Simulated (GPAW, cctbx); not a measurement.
## By hand: from a DFT structure factor to an extinction distance in CdCo6As2

CdCo6As2, P4/mmm (no. 123), a = 3.9263 Å, b = 3.9263 Å, c = 7.9520 Å, α = 90.00°, β = 90.00°, γ = 90.00°.

```
atom  mult.    x    y       z
 Cd1      1    0    0       0
 As1      2  1/2  1/2  0.8425
 Co1      1    0    0     1/2
 Co2      1  1/2  1/2     1/2
 Co3      4  1/2    0  0.6877
```

The cell comes from substitution in a known structure type and wasn't matched to any measured phase.

A DFT run (GPAW, PBE, 450 eV, 6×6×3 k-points (along the axes of the calculation cell), Fermi–Dirac width 0.1 eV, spin-polarised) gives the static X-ray structure factor of 001 as 10.624 e for the conventional cell; superposed free atoms give 10.098 e. **Problem.** Find the Fourier component V of the crystal potential and the two-beam extinction distance at 300 kV in both cases.

## Step 1: Geometry

The cell volume is Ω = 122.59 Å³ and d(001) = 7.9520 Å, so g = 1/d = 0.1258 Å⁻¹.

## Step 2: The nuclei

Electrons feel nuclei as well as electrons, so the nuclear charges are summed with the same phases.

Phase sums Σ exp(2πi h·x), turned so that the total is real and positive: Cd -1.000, As -1.098, Co +3.527. Then F_Z = 48 × (-1.000) + 33 × (-1.098) + 27 × (+3.527) = 10.99 e. The electron term has the same sign for this reflection.

## Step 3: Mott–Bethe

Poisson's equation, term by term, gives V = (e/4πε₀)(F_Z − F)/(πΩg²), with e/4πε₀ = 14.3996 V Å.

The prefactor is 14.3996 × 7.9520²/(π × 122.59) = 2.36431 V per electron. Free atoms: (10.99 − 10.098) × 2.36431 = 2.106 V. Crystal: (10.99 − 10.624) × 2.36431 = 0.862 V. F changes by +5.21 % and V by -59.1 %: the same 0.53 e is measured against F_Z − F = 0.9 e in place of F = 10.1 e.

## Step 4: Extinction distance

In the two-beam case ξ = 1/(λU) with U = 2γm₀eV/h², that is ξ = 150.41 V Å²/(γλV).

At 300 kV, λ = 0.01969 Å and γ = 1.5871. Free atoms: ξ = 2286 Å. Crystal: ξ = 5583 Å. The thickness fringes go as sin²(πt/ξ), so the two patterns slip by a quarter of a period when t|1/ξ₁ − 1/ξ₀| = 1/4, at t ≈ 97 nm. Thermal motion, absorption and many-beam coupling, left out here, change a real pattern.

## Step 5: Answer

V(001) is 0.86 V against 2.11 V, and ξ is 5583 against 2286 Å. Limits: static atoms, two beams; a ferromagnetic start is the only order tried, and the real ground state may be antiferromagnetic or insulating.

[Outputs are excerpts: Python notices, other lines and further rows are left out; steps that failed or that the build refused (PBEsol, TPSS) are not shown.]

[Logs are printed without paths, hosts, clocks, repeated set-up lines and the standing remarks that a program may print on its own settings, such as how far it seeks lower states.]
